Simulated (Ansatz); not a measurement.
# Time against size: liquid Al2O3 at 2363 K (110 atoms) repeated, support functions

Density of this cell: 2.93 g/cm³. The cell holds 110 atoms: 44 Al and 66 O. Cell: a = 10.829 Å, b = 10.829 Å, c = 10.829 Å, α = 90.0°, β = 90.0°, γ = 90.0°. 110 atoms (44 Al, 66 O) placed at random at 2.93 g/cm³, melted at 4500 K for 20 ps at fixed volume with the Morse and Coulomb pair potential with partial charges (Pedone, Malavasi, Menziani, Cormack and Segre, J. Phys. Chem. B 110, 11780 (2006)). Snapshot at the end of a hold of 20 ps at 2363 K and fixed volume.

Calculated with Ansatz 0.2.0: Kohn-Sham DFT, PBEsol, PAW (set soft_1), localised support functions (medium); the typed cell is repeated and solved at Γ on 1 × NVIDIA GB200 with 32 threads of Arm Neoverse V2, shared host.

| atoms | wall time divided by the number of SCF cycles (s) | repeats | SCF cycles |
| --- | --- | --- | --- |
| 110 | 0.2953 | 1×1×1 | 15 |
| 880 | 0.7968 | 2×2×2 | 19 |
| 2970 | ? | ? | ? |
| 7040 | 21.11 | 4×4×4 | 20 |

**Question.** Fit a power law of the atom count to the rows given and interpolate to the withheld row.

**Working.**

A power law y = A x^b is a line in u = ln x and v = ln y.

```
u = ln x   v = ln y
 4.70048   -1.21965
 6.77992  -0.227099
 8.85936    3.04951
```

With n = 3: mean u = 6.77992, mean v = 0.534254, Σ(u − ū)² = 8.6482, Σ(u − ū)(v − v̄) = 8.8775. Slope b = 8.8775 / 8.6482 = 1.0265; intercept a = v̄ − b ū = -6.4254.

At the withheld row u = 7.996, v = a + b u = 1.783, and y = exp(v).

Prediction at 2970: 5.947 s. The run gave 3.855 s, so the fit is high by 2.1 s (54 % of the value).

The fitted exponent is 1.0. Between neighbouring rows, the withheld one included, the exponents are 0.48, 1.3 and 2.0, so one power law doesn't hold over the range. Among the rows given, the largest relative miss of the fit is at 880, by 0.91 s (114 %).

Limits: One run a row; fixed overheads weigh on the small cells.

[Logs are printed without paths, hosts, clocks, repeated set-up lines and the standing remarks that a program may print on its own settings, such as how far it seeks lower states.]

[Hosts, paths, dates, database ids (printed as entryN), source tags and the programs' standing remarks are cut or masked in the printed files.]
